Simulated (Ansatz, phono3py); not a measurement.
# Heat carried by phonons in GaP (F-43m)

How well does the lattice of GaP conduct heat?

Experimental results on record:
- thermal conductivity 100 W/m/K near room temperature (given in “Combining the AFLOW GIBBS and Elastic Libraries to efficiently and robustly screen thermo-mechanical properties of solids”, 2017, arXiv:1611.05714)

Calculated with Ansatz 0.2.0; DFT LDA, scalar-relativistic, plane waves, PAW.

**Measured values to reproduce.**

For GaP, zinc blende (literature value (Ref. 21), 300 K), “Temperature dependence of the optical phonon reflection band in GaP” (2021, arxiv:2105.06662) quotes earlier work: Raman mode (TO at Gamma) 367.3 cm⁻¹; infrared mode (TO at Gamma) 366.3 ± 0.3 cm⁻¹.

## (1) Set-up

The structure is cubic, space group F-43m (No. 216). The conventional cell has a = 5.451 Å, b = 5.451 Å, c = 5.451 Å, α = 90.00°, β = 90.00°, γ = 90.00°. Ga has 4 P at 2.36 Å nearest. Nearest to P lie 4 Ga at 2.36 Å. Farther neighbours are not listed.

## (2) A first coarse run

Before spending time, one coarse run tells the gap and the pressure of the starting cell.

Input file input.yaml:

```yaml
crystal:
  lattice:
    - [0.0, 2.72525, 2.72525]
    - [2.72525, 0.0, 2.72525]
    - [2.72525, 2.72525, 0.0]
  atoms:
    - { symbol: Ga, position: [0.0, 0.0, 0.0] }
    - { symbol: P, position: [0.25, 0.25, 0.25] }
kpoints:
  mp_grid: { grid: [6, 6, 6] }
hamiltonian:
  xc: lda
scf:
  occupations: { method: gaussian, width: 0.1 }
output:
  forces: true
  stress: true
  eigenvalues: true
```

Command:

```sh
$ ansatz run input.yaml --threads 8 --pin off --max-ram 16384MiB --backend cpu --events-out ev --progress --plain --runs-dir out
```

Numbers of over 12 decimals in the logs are rounded to 6 here.

The log of the run:

```text
Engine: ansatz 0.2.0, aarch64-unknown-linux-gnu
Pseudopotentials: kind: paw
Pseudopotential: Ga, paw, valence charge 13, recommended cutoff 420 eV (normal), Ga.paw.azcp
Pseudopotential: P, paw, valence charge 5, recommended cutoff 420 eV (normal), P.paw.azcp
Functional definition: SPW92
  exchange = slater_x
  correlation = pw_c
Crystal: 2 atoms, lattice volume = 40.481 Å³
Basis set: ecut = 420 eV, 749 PW (Γ)
Bands: 13, of which v1, the nominal top of the filled ones, is band 9 counted from 1 (8 counted from 0)
Symmetry: 24 space group operations
Space group: F-43m (ITA 216), of the structure as read, at distance tolerance 3.4e-5 Å
k-points: 16 of 216 (time reversal used)
Non-local potential: Ga, projectors of the file, l = 0: 2, l = 1: 2, l = 2: 3, l = 3: 1
Non-local potential: P, projectors of the file, l = 0: 2, l = 1: 2, l = 2: 2
PAW form: soft (Blöchl's): semilocal exchange-correlation on the pseudo side does not see the compensation charge
PAW frozen core: Ga, regenerated for the run's functional, and the local potential with it (the file was generated under x = pbe(κ = 0.804, μ = 0.219515), c = pbe(β = 0.066725))
PAW frozen core: P, regenerated for the run's functional, and the local potential with it (the file was generated under x = pbe(κ = 0.804, μ = 0.219515), c = pbe(β = 0.066725))
PAW one-centre angular grid: Ga, 590 points (default); XC on 64 Gauss nodes
PAW one-centre angular grid: P, 110 points (default); XC on 64 Gauss nodes
Initial density: superposition of atomic densities (neutral atoms: chi_scale 0, normalization atom), corrected by the library's trained network
Initial wavefunctions: pseudopotential atomic-orbital guess
Functional: x = slater, c = lda
SCF iter   1: F=—  HF=-4433.744238 eV  |F-HF|=—  |Δ(HF+E_count)|=         —  Δρ=6.00e-3  dr2=1.48e-2  ethr=1.77e-3  ⟨swp⟩=6.1  Hψ=1344  notcnv=0
preconditioner: auto → none  [insulator: Δε(μ)=1.435 eV  Ē_g=15.498 eV  σ=0.100 eV  W_gap=1.00  n_scr=14 (ndim 8)  ℏωp=24.8 eV  f_vac=0.011  D(μ)=0.00/eV (n_scr^D=0)  ε∞_Penn≈3.6]
SCF iter   2: F=—  HF=-4433.739064 eV  |F-HF|=—  |Δ(HF+E_count)|=   5.17e-3  Δρ=2.96e-3  dr2=1.56e-3  ethr=8.21e-5  ⟨swp⟩=1.9  Hψ=376  notcnv=0
SCF iter   3: F=—  HF=-4433.738655 eV  |F-HF|=—  |Δ(HF+E_count)|=   4.09e-4  Δρ=9.40e-4  dr2=2.74e-4  ethr=8.64e-6  ⟨swp⟩=2.0  Hψ=359  notcnv=0
SCF iter   4: F=—  HF=-4433.738554 eV  |F-HF|=—  |Δ(HF+E_count)|=   1.01e-4  Δρ=3.47e-4  dr2=2.23e-5  ethr=1.52e-6  ⟨swp⟩=2.0  Hψ=348  notcnv=0
SCF iter   5: F=—  HF=-4433.738545 eV  |F-HF|=—  |Δ(HF+E_count)|=   8.49e-6  Δρ=1.85e-5  dr2=9.75e-8  ethr=1.24e-7  ⟨swp⟩=2.9  Hψ=357  notcnv=0
SCF iter   6: F=-4433.738545 eV  HF=-4433.738545 eV  |F-HF|=4.36e-9  |Δ(HF+E_count)|=   1.03e-8  Δρ=3.70e-6  dr2=6.62e-9  ethr=5.42e-10  ⟨swp⟩=4.2  Hψ=1104  notcnv=0
SCF 1 converged in 6 iterations: F = -4433.738545 eV  dr2 = 6.62e-9
  greatest PAW one-centre occupation: 0.994 electrons in one spin orbital (limit 2), on the Ga atom at site 0 (counted from 0), in its partial waves of l = 2
SCF converged after 6 iterations
Free energy (F): -4433.738545 eV
Harris-Foulkes:  -4433.738545 eV  (|F-HF|=4.36e-9)
Internal energy: -4433.738545 eV  (E = F + TS)
E sigma→0 (E₀):  -4433.738545 eV
Fermi energy:    7.591949 eV
--- Per-component energies (eV) ---
  E_band       = -64.404354
  E_kinetic    = 186.696892
  E_local      = -2206.027473  (includes V_loc(G=0)·N_el)
  E_nonlocal   = 462.041105
  E_hartree    = 1017.480565
  E_xc         = -130.094123
  E_vxc        = -119.631437  (∫ρ·V_xc dr)
  E_paw        = -2453.036283  (= ΣΔE_a)
  E_vpaw       = -422.446269  (= ΣTr[D̂ρ^β])
  E_aug_tail   = -0.000117  (compensation charges beyond the density's cutoff)
  E_ewald      = -1312.644944
  E_core_change = 1.845831  (= ΣΔE_core)
  E_smearing   = -0.000000  (= −TS)
  E_closure    = 0.000000  (closes the sum)
  Σ components = -4433.738545   (vs F -4433.738545, Δ=0.00e0)
--- Forces (eV/Å), atoms counted from 1 ---
  atom   1  Ga     0.00000000    -0.00000000    -0.00000000
  atom   2  P     -0.00000000     0.00000000    -0.00000000
  max |Σ_I F_I| component: 1.85e-16 eV/Å
--- Stress (GPa, compression-positive) ---
       -2.730407       0.000000      -0.000000
        0.000000      -2.730407       0.000000
       -0.000000       0.000000      -2.730407
  P = ⅓ Tr σ = -2.7304 GPa (-27.304 kbar)
--- Band table (eV; the first three rows and the last of 16) ---
  k-point 0: bands = [... 5 lower, -5.6732, 6.8480, 6.8480, 6.8480, 8.4543, 10.6292, 10.6292, 10.6292]
  k-point 1: bands = [... 5 lower, -5.3172, 4.4042, 6.4703, 6.4703, 9.0909, 11.1818, 11.1818, 11.7258]
  k-point 2: bands = [... 5 lower, -4.3650, 1.5694, 5.9296, 5.9296, 8.5719, 11.5617, 11.5617, 14.2503]
  k-point 15: bands = [... 5 lower, -2.6005, 0.1418, 3.4274, 3.5340, 10.1911, 10.3705, 14.2598, 14.2846]
```

Run time: 1.1 s. Hardware: 8 threads of Arm Neoverse N1, shared host; peak memory 0.3 GiB; 2.7 s of CPU time.

Numbers from this step:

```yaml
pressure: -2.730 GPa
gap_on_the_k_mesh: 1.491 eV
volume_per_atom: 20.24 Å³
```

The start is under -2.7 GPa at this level and looks like an insulator or semiconductor on this mesh.

## (3) Relaxation

The vibrations must be taken about the equilibrium of this functional, not about the starting cell, so the structure is relaxed.

input.yaml, the sections that differ from step 2:

```yaml
kpoints:
  mp_grid: { grid: [8, 8, 8] }
scf:
  occupations: { method: gaussian, width: 0.02 }
relax:
  adjacent_minimum: "off"
  f_tol: 0.005
  max_steps: 80
  cell: { stress_tol: 0.05 }
# crystal, hamiltonian, output: as in step 2
```

The log of the run:

```text
[...]
Crystal: 2 atoms, lattice volume = 40.481 Å³
Basis set: ecut = 420 eV, 749 PW (Γ)
Bands: 13, of which v1, the nominal top of the filled ones, is band 9 counted from 1 (8 counted from 0)
Symmetry: 24 space group operations
[...]
k-points: 29 of 512 (time reversal used)
[...]
SCF iter   1: F=—  HF=-4433.760307 eV  |F-HF|=—  |Δ(HF+E_count)|=         —  Δρ=6.34e-3  dr2=1.69e-2  ethr=1.77e-3  ⟨swp⟩=6.5  Hψ=2585  notcnv=0
[...]
SCF iter   6: F=-4433.754006 eV  HF=-4433.754006 eV  |F-HF|=6.70e-9  |Δ(HF+E_count)|=   1.41e-8  Δρ=4.07e-6  dr2=8.57e-9  ethr=5.56e-10  ⟨swp⟩=6.8  Hψ=1869  notcnv=0
SCF 1 converged in 6 iterations: F = -4433.754006 eV  dr2 = 8.57e-9
[...]
relax step   1: F+E_penalty+E_count = -4433.75400642 eV  Δ(F+E_penalty+E_count) = +0.000e0 eV  max|allowed force component| = 2.868e-16 eV/Å  Δτ_max = 0.0000 Å  P = -2.749 GPa  Ω = 40.481 Å³  (6 SCF iters, dr2 threshold 1.00e-7 eV, accepted)
Crystal: 2 atoms, lattice volume = 39.560 Å³
[...]
iter 1 solved again at ethr=4.96e-6 eV; its pass at ethr=3.10e-3 eV (dr2=8.93e-4 eV) is discarded
[...]
SCF iter   5: F=-4433.764752 eV  HF=-4433.764752 eV  |F-HF|=2.94e-9  |Δ(HF+E_count)|=   3.76e-7  Δρ=1.51e-5  dr2=5.04e-8  ethr=1.11e-9  ⟨swp⟩=7.0  Hψ=2036  notcnv=0
SCF 2 converged in 5 iterations: F = -4433.764752 eV  dr2 = 5.04e-8
relax step   2: F+E_penalty+E_count = -4433.76475210 eV  Δ(F+E_penalty+E_count) = -1.075e-2 eV  max|allowed force component| = 8.789e-17 eV/Å  Δτ_max = 0.0000 Å  P = -0.861 GPa  Ω = 39.560 Å³  energy of the carried Pulay correction = +2.548e-4 eV  (5 SCF iters, dr2 threshold 2.00e-7 eV, accepted)
Crystal: 2 atoms, lattice volume = 39.154 Å³
[...]
SCF iter   4: F=-4433.765902 eV  HF=-4433.765902 eV  |F-HF|=2.11e-7  |Δ(HF+E_count)|=   7.79e-7  Δρ=2.39e-5  dr2=1.15e-7  ethr=1.11e-9  ⟨swp⟩=5.0  Hψ=2210  notcnv=0
SCF 3 converged in 4 iterations: F = -4433.765902 eV  dr2 = 1.15e-7
relax step   3: F+E_penalty+E_count = -4433.76590202 eV  Δ(F+E_penalty+E_count) = -1.150e-3 eV  max|allowed force component| = 6.014e-17 eV/Å  Δτ_max = 0.0000 Å  P = +0.052 GPa  Ω = 39.154 Å³  energy of the carried Pulay correction = +3.690e-4 eV  (4 SCF iters, dr2 threshold 2.00e-7 eV, accepted)
[...]
relax step   4: F+E_penalty+E_count = -4433.76589950 eV  Δ(F+E_penalty+E_count) = +2.517e-6 eV  max|allowed force component| = 6.939e-17 eV/Å  Δτ_max = 0.0000 Å  P = +0.001 GPa  Ω = 39.176 Å³  energy of the carried Pulay correction = +3.628e-4 eV  (4 SCF iters, dr2 threshold 6.71e-9 eV, accepted)
[...]
SCF iter   1: F=—  HF=-4433.765545 eV  |F-HF|=—  |Δ(HF+E_count)|=         —  Δρ=3.96e-5  dr2=1.18e-7  ethr=1.45e-6  ⟨swp⟩=3.0  Hψ=3473  notcnv=0
eigensolver tolerance schedule: the retry pair's looser diagonalisation over-reported the residual by 2210.88 of it (diagonalisation noise at an unbounded share of the residual, at the tolerance the schedule requests for it); recorded, not acted on — ethr = c·dr2/N_el stays at c = 1.0e-1
[...]
SCF iter   2: F=—  HF=-4433.765545 eV  |F-HF|=—  |Δ(HF+E_count)|=   2.12e-7  Δρ=2.55e-5  dr2=7.81e-8  ethr=6.54e-10  ⟨swp⟩=2.8  Hψ=697  notcnv=0
[...]
SCF iter   5: F=-4433.765545 eV  HF=-4433.765545 eV  |F-HF|=5.46e-12  |Δ(HF+E_count)|=  3.00e-11  Δρ=2.93e-7  dr2=7.19e-12  ethr=1.00e-12  ⟨swp⟩=7.3  Hψ=2055  notcnv=0
SCF 5 converged in 5 iterations: F = -4433.765545 eV  dr2 = 7.19e-12
relax step   5: F+E_penalty+E_count = -4433.76554488 eV  Δ(F+E_penalty+E_count) = +3.546e-4 eV  max|allowed force component| = 6.939e-17 eV/Å  Δτ_max = 0.0000 Å  P = -0.005 GPa  Ω = 39.176 Å³  stress off target by 4.62e-3 GPa  SCF on the basis re-selected at this cell (its energy is not comparable with the rows above)  (5 SCF iters)
basis re-selected at this cell: Δ(F+E_penalty+E_count) = +3.546e-4 eV, ΔP = -0.005 GPa vs the last step (what re-selecting the basis moved, of the pressure what is left beyond the Pulay correction that the steps carried, after the strain that the cell walked since its last selection, with what the two solves' SCF thresholds leave and, on support functions, any second-order correction that the steps lacked; it is no m [...]
SCF converged after 5 iterations
Free energy (F): -4433.765545 eV
[...]
Internal energy: -4433.765545 eV  (E = F + TS)
E sigma→0 (E₀):  -4433.765545 eV
Fermi energy:    7.976980 eV
[...]
--- Stress (GPa, compression-positive) ---
       -0.004618      -0.000000      -0.000000
       -0.000000      -0.004618       0.000000
       -0.000000       0.000000      -0.004618
  P = ⅓ Tr σ = -0.0046 GPa (-0.046 kbar)
--- Band table (eV; the first three rows and the last of 29) ---
  k-point 0: bands = [... 5 lower, -5.5087, 7.2617, 7.2617, 7.2617, 9.1426, 11.0386, 11.0386, 11.0386]
  k-point 1: bands = [... 5 lower, -5.2976, 5.5793, 7.0151, 7.0151, 9.7185, 11.4059, 11.4059, 11.6762]
  k-point 2: bands = [... 5 lower, -4.6974, 3.2512, 6.5579, 6.5579, 9.3632, 11.9249, 11.9249, 13.6086]
  k-point 28: bands = [... 5 lower, -2.2470, 0.4738, 3.4835, 3.6265, 11.8601, 12.1655, 13.2567, 13.3183]
--- Relaxed structure (4 steps of the walk, 4 accepted, 1 SCFs on fresh bases) ---
  F+E_penalty+E_count = -4433.76554488 eV   max|allowed force component| = 6.939e-17 eV/Å   (the final SCF, on the basis selected at the relaxed cell)
  cell:  # Å, volume = 39.1760 Å³
    - [0, 2.695650, 2.695650]
    - [2.695650, 0, 2.695650]
    - [2.695650, 2.695650, 0]
  atoms:
    - { symbol: Ga, position: [0, 0, 0] }
    - { symbol: P, position: [0.25, 0.25, 0.25] }
```

Wall time 3 s (8 threads); peak memory 0.36 GiB.

The steps of the relaxation:

```
step  energy less that of the first step (eV)  largest force component (eV/Å)  pressure (GPa)  volume (Å³)
   1                                   0.0000                          0.0000           -2.75        40.48
   2                                  -0.0107                          0.0000           -0.86        39.56
   3                                  -0.0119                          0.0000            0.05        39.15
   4                                  -0.0119                          0.0000            0.00        39.18
  5*                                  -0.0115                          0.0000            0.00        39.18
```

Relaxation steps marked * repeat the geometry before them on a plane-wave basis chosen anew for their cell, so energy and pressure can jump there.

Forces are held to the 24 operations that the run works with; a distortion that breaks them can't arise in this run.

```csv
"conventional cell, symmetrised",before,after,change
a (Å),5.451,5.391,-1.1 %
b (Å),5.451,5.391,-1.1 %
c (Å),5.451,5.391,-1.1 %
volume (Å³/atom),20.24,19.59,-3.2 %
```

Final coordinates:

```
Ga P
1.0
     0.00000    2.69565    2.69565
     2.69565    0.00000    2.69565
     2.69565    2.69565    0.00000
Ga P
1 1
Direct
  0.00000 0.00000 0.00000
  0.25000 0.25000 0.25000
```

This step gave:

```yaml
pressure: -0.004618 GPa
gap_on_the_k_mesh: 1.431 eV
volume_per_atom: 19.59 Å³
```

The relaxation ends with a pressure of 0.00 GPa.

## (4) Tight relaxation

The thresholds are tightened for a last relaxation ahead of the phonons, and where mesh or smearing change with them the cell follows.

Input file input.yaml:

```yaml
crystal:
  lattice:
    - [0.0, 2.6956500663, 2.6956500663]
    - [2.6956500663, 0.0, 2.6956500663]
    - [2.6956500663, 2.6956500663, 0.0]
  atoms:
    - { symbol: Ga, position: [0.0, 0.0, 0.0] }
    - { symbol: P, position: [0.25, 0.25, 0.25] }
kpoints:
  mp_grid: { grid: [9, 9, 9] }
hamiltonian:
  xc: lda
scf:
  occupations: { method: fixed }
output:
  forces: true
  stress: true
  eigenvalues: true
relax:
  adjacent_minimum: "off"
  f_tol: 0.001
  max_steps: 60
  cell: { stress_tol: 0.01 }
```

The log of the run:

```text
[...]
Crystal: 2 atoms, lattice volume = 39.176 Å³
Basis set: ecut = 420 eV, 749 PW (Γ)
Bands: 13, of which v1, the nominal top of the filled ones, is band 9 counted from 1 (8 counted from 0)
Symmetry: 24 space group operations
[...]
k-points: 35 of 729 (time reversal used)
[...]
k-point 34: bands = [... 5 lower, -2.3753, 0.5700, 3.3374, 4.0033, 11.5504, 11.9689, 12.7808, 14.5358]
--- Relaxed structure (1 steps of the walk, 1 accepted, 1 SCFs on fresh bases) ---
[...]
cell:  # Å, volume = 39.1760 Å³
    - [0.0, 2.6956500663, 2.6956500663]
    - [2.6956500663, 0.0, 2.6956500663]
    - [2.6956500663, 2.6956500663, 0.0]
  atoms:
    - { symbol: Ga, position: [0.0, 0.0, 0.0] }
    - { symbol: P, position: [0.250000, 0.250000, 0.250000] }
[key lines of the parts left out:]
SCF converged after 6 iterations
Free energy (F): -4433.767217 eV
Fermi energy:    7.260721 eV
P = ⅓ Tr σ = -0.0046 GPa (-0.046 kbar)
```

Wall time 2.1 s (8 threads); peak memory 0.36 GiB.

Little changed from the start: no atom moved by 0.005 Å and no cell edge by 0.1 %.

Numbers from this step:

| Quantity | Value |
| --- | --- |
| pressure | -0.004650 GPa |
| gap on the k-mesh | 1.387 eV |

The residual pressure is -0.0046 GPa, small enough for phonons.

[end of part 1 of 3]

[Logs are printed without paths, hosts, clocks, repeated set-up lines and the standing remarks that a program may print on its own settings, such as how far it seeks lower states.]

[Hosts, paths, dates, database ids (printed as entryN), source tags and the programs' standing remarks are cut or masked in the printed files.]

[A step with changed settings may run another functional than the one named; its input shows which.]
